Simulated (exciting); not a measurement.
Two BSE runs for the O K edge of Li3ClO, space group Pm-3m. Run A: exciting, all-electron LAPW+lo, LDA, exchange and screened direct term (singlet BSE), 4×4×4 shifted k points, 22 conduction bands, |G+q| up to 3 bohr⁻¹, full RPA screening with nempty = 46, Lorentzian half width 0.45 eV. Run B differs in one setting: k mesh, kernel cutoff, basis, band set, screening or width.

Energy from the Kohn–Sham onset, core level to the lowest empty state found on the meshes used; one zero for both, scaled to A's maximum:

```
E (eV)     A     B
  -6.0  0.01  0.01
  -5.5  0.02  0.02
  -5.0  0.02  0.02
  -4.5  0.02  0.02
  -4.0  0.03  0.03
  -3.5  0.03  0.03
  -3.0  0.05  0.05
  -2.5  0.06  0.07
  -2.0  0.10  0.11
  -1.5  0.18  0.21
  -1.0  0.42  0.54
  -0.5  0.93  0.72
   0.0  0.72  0.43
   0.5  0.50  0.43
   1.0  0.56  0.82
   1.5  0.95  1.03
   2.0  0.87  0.91
   2.5  0.58  0.53
   3.0  0.38  0.37
   3.5  0.26  0.22
   4.0  0.18  0.15
   4.5  0.15  0.12
   5.0  0.14  0.16
   5.5  0.17  0.29
   6.0  0.23  0.27
   6.5  0.23  0.26
   7.0  0.24  0.23
   7.5  0.26  0.19
   8.0  0.28  0.20
   8.5  0.33  0.26
   9.0  0.38  0.43
   9.5  0.48  0.59
  10.0  0.46  0.53
  10.5  0.37  0.35
  11.0  0.30  0.33
  11.5  0.25  0.30
  12.0  0.24  0.24
  12.5  0.25  0.20
  13.0  0.22  0.13
  13.5  0.15  0.13
  14.0  0.13  0.16
  14.5  0.13  0.16
  15.0  0.12  0.12
  15.5  0.10  0.08
```

**Question.** Which is the likeliest?

The k mesh from 4×4×4 to 2×2×2. Against run A the r.m.s. difference is 22 %. The highest maximum lies at 1.3 eV (1.04), against 1.6 eV (1.00). The first bright state moves from -0.54 to -0.76 eV. The lowest bare transition of this run lies at 0.86 eV, against 0.30. A coarse mesh samples few band energies, and it inflates the long-range part of the attraction. Other settings could leave a like mark; this is the change that was made.

[Banner, clock and machine lines of the logs are left out without a mark of their own.]

[Logs are printed without paths, hosts, clocks, repeated set-up lines and the standing remarks that a program may print on its own settings, such as how far it seeks lower states.]

[Hosts, paths, dates, database ids (printed as entryN), source tags and the programs' standing remarks are cut or masked in the printed files.]
